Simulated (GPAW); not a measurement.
**CsGeBr3 (Pm-3m): G0W0 with GPAW, start to end**

Wanted: ground state, empty states, screening and self-energy for CsGeBr3 (Pm-3m).

Program: GPAW 26.7.0. Level of theory: LDA and many-body steps on it, plane waves. Results are calculated unless marked as measured.

Most raw output is cut from this account.

### 1. Set-up

Symmetry: Pm-3m, No. 221, cubic system. The conventional cell has a = 5.533 Å, b = 5.533 Å, c = 5.533 Å, α = 90.00°, β = 90.00°, γ = 90.00°. Cs has 12 Br at 3.91 Å nearest. Nearest to Ge lie 6 Br at 2.77 Å. Nearest to Br lie 2 Ge at 2.77 Å and 4 Cs at 3.91 Å. Farther neighbours and most contacts between anions are not listed.

The cell and positions are those that the Materials Project relaxed with its own functionals (PBE, PBE+U or r2SCAN), kept fixed. Spin-orbit coupling is left out unless a step names it.

### 2. Ground state

This step: GPAW 26.7.0; DFT, LDA, plane waves, PAW.

The ground-state density comes first.

File run.py:

```python
import json
import numpy as np
from gpaw.mpi import world
from ase import Atoms
from gpaw import GPAW, PW, FermiDirac

atoms = Atoms(['Cs', 'Ge', 'Br', 'Br', 'Br'],
    cell=[[5.5333271400, 0.0000000000, 0.0000000000],
      [0.0000000000, 5.5333271400, 0.0000000000],
      [0.0000000000, 0.0000000000, 5.5333271400]],
    scaled_positions=[[0.0000000000, 0.0000000000, 0.0000000000],
      [0.5000000000, 0.5000000000, 0.5000000000],
      [0.5000000000, 0.5000000000, 0.0000000000],
      [0.5000000000, 0.0000000000, 0.5000000000],
      [0.0000000000, 0.5000000000, 0.5000000000]],
    pbc=(True, True, True))
calc = GPAW(mode=PW(450),
    xc='LDA',
    kpts={'size': (4, 4, 4), 'gamma': True},
    occupations=FermiDirac(0.001),
    nbands=-8,
    convergence={'density': 1e-6, 'bands': -3},
    maxiter=100,
    txt='gs.txt')
atoms.calc = calc
res = {'energy': atoms.get_potential_energy()}
kpts = calc.get_ibz_k_points()
res['kpts'] = kpts
res['eigenvalues'] = [calc.get_eigenvalues(kpt=k) for k in range(len(kpts))]
res['n_electrons'] = calc.get_number_of_electrons()
calc.write('gs.gpw')

if world.rank == 0:
    with open('result.json', 'w') as f:
        json.dump(res, f, default=lambda x: x.tolist())
```

Launch:

```bash
$ mpirun -n 4 gpaw python run.py
```

It took 7.6 s on 4 MPI ranks of Arm Neoverse V2, shared host; peak memory 0.67 GiB; 30 s of CPU time.

This step gave:

| Quantity | Value |
| --- | --- |
| total energy | -18.04 eV |
| gap | 0.5184 eV |
| k of the valence top | 0.5, 0.5, 0.5 |
| k of the conduction bottom | 0.5, 0.5, 0.5 |
| least direct gap | 0.5184 eV |

The gap is direct, at (0.500, 0.500, 0.500).

### 3. Empty states on the mesh, 2×2×2 mesh, 211 bands

The sums over transitions need many empty states on a uniform mesh; this step solves for them.

File run.py:

```python
import json
import numpy as np
from gpaw.mpi import world
from gpaw import GPAW

calc = GPAW('gs.gpw').fixed_density(kpts={'size': (2, 2, 2), 'gamma': True},
    nbands=246,
    convergence={'bands': 211},
    txt='nscf.txt')
calc.write('full.gpw', mode='all')
res = {}
kpts = calc.get_ibz_k_points()
res['kpts'] = kpts
res['eigenvalues'] = [calc.get_eigenvalues(kpt=k) for k in range(len(kpts))]
res['n_electrons'] = calc.get_number_of_electrons()

if world.rank == 0:
    with open('result.json', 'w') as f:
        json.dump(res, f, default=lambda x: x.tolist())
```

Launch:

```bash
$ mpirun -n 4 gpaw python run.py
```

The job ended after 31 s (4 MPI ranks; peak memory 0.96 GiB).

Numbers from this step:

```yaml
gap: 0.5184 eV
k_of_the_valence_top: 0.5, 0.5, 0.5
k_of_the_conduction_bottom: 0.5, 0.5, 0.5
least_direct_gap: 0.5184 eV
k_points_computed: 4
lowest_point_of_the_top_converged_band_above_the_valence_top: 57.1077 eV
```

On this mesh the gap is 0.518 eV.

### 4. Screening and self-energy, 2×2×2 mesh, 201 bands, screening to 65 eV

Now the one-shot GW correction: screening in the RPA, then the self-energy of the levels asked for.

This step: G0W0 on LDA, plane waves, PAW.

File run.py:

```python
import json
import numpy as np
from gpaw.mpi import world
from gpaw.response.g0w0 import G0W0

gw = G0W0('full.gpw',
    filename='gw',
    kpts=[0, 3],
    bands=(15, 19),
    ecut=65,
    nbands=201,
    integrate_gamma='WS',
    ppa=True)
gw.calculate()
res = {mode: {k: v for k, v in r.items() if k != 'sigma_eskwn'}
       for mode, r in gw.all_results.items()}

if world.rank == 0:
    with open('result.json', 'w') as f:
        json.dump(res, f, default=lambda x: x.tolist())
```

Launch:

```bash
$ mpirun -n 4 gpaw python run.py
```

Run time: 16 s. Hardware: 4 MPI ranks; peak memory 1.6 GiB.

Numbers from this step:

```yaml
g0w0_gap_on_the_points_computed: 1.184 eV
least_direct_g0w0_gap_on_the_computed_points: 1.184 eV
z_at_the_valence_top: 0.7857
z_at_the_conduction_bottom: 0.7924
starting_gap_on_the_mesh: 0.5184 eV
k_of_the_valence_top: 0.5, 0.5, 0.5
k_of_the_conduction_bottom: 0.5, 0.5, 0.5
```

The gap on the mesh goes from 0.52 eV to 1.18 eV, a correction of +0.67 eV.

Limits: finite bands, cutoff and mesh; no spin-orbit coupling; coarse k mesh. v1 is the top filled band, c1 the lowest empty one. The levels before and after the correction (eV, zero at the valence-band top of each column):

```
           conduction bottom  valence top
Kohn-Sham               0.52         0.00
     G0W0               1.18         0.00
```

```
                         level  energy (eV)
Kohn-Sham     (0.5 0.5 0.5) v2       -1.782
Kohn-Sham     (0.5 0.5 0.5) v1        0.000
Kohn-Sham  (0.5 0.5 0.5) c1-c2        0.518
     G0W0     (0.5 0.5 0.5) v2       -2.375
     G0W0     (0.5 0.5 0.5) v1        0.000
     G0W0  (0.5 0.5 0.5) c1-c2        1.184
```

### 5. Where the time went

Times are wall times on 4 MPI ranks of Arm Neoverse V2, shared host, good to a factor of about two.

```
                     step   time  share  memory (GiB)
             ground state  7.6 s   14 %          0.67
 empty states on the mesh   31 s   57 %          0.96
screening and self-energy   16 s   29 %           1.6
```

### 6. What came out

```yaml
lda_gap: 0.52 eV, direct
g0w0_gap_on_the_mesh: 1.18 eV
gw_settings: 2×2×2 mesh, 201 bands, screening to 65 eV, Godby-Needs plasmon pole
known_limits: not at the basis limit; no spin-orbit coupling; coarse k mesh
```

G0W0 moves the gap on the mesh from 0.52 eV to 1.18 eV (+0.67 eV), with Z of 0.79 and 0.79 at the edges. Only 2 of the mesh's irreducible points were corrected, so a valley elsewhere could overtake. The dearest step here is «empty states on the mesh». Bands and cutoff are finite, so the gap is not at the basis limit. The miss can reach some tenths of an eV and take either sign; the mesh is an error of its own. These stock PAW sets were not made for GW; the filled d or f shell of Br and Ge lies in the frozen core, which bears on start and correction. In the G0W0 run levels were corrected at 2 k points alone, so a gap called «on the mesh» is the least over those, and an edge elsewhere would be missed. The 2×2×2 mesh is coarse for this cell, which bears on the long-range parts of exchange and screening. This is the ideal cubic cell; many perovskites, halides above all, are cubic only on average, and local tilts or off-centring can widen the gap. The many-body steps are scalar-relativistic: spin-orbit coupling is not in them.

[Paths, hosts, dates, memory and timing lines, banners, echoed tables and standing remarks are left out of the program output.]

[Logs are printed without paths, hosts, clocks, repeated set-up lines and the standing remarks that a program may print on its own settings, such as how far it seeks lower states.]

[Runs of the session that timed out or met a known fault of the program may be left out.]

[Hosts, paths, dates, database ids (printed as entryN), source tags and the programs' standing remarks are cut or masked in the printed files.]
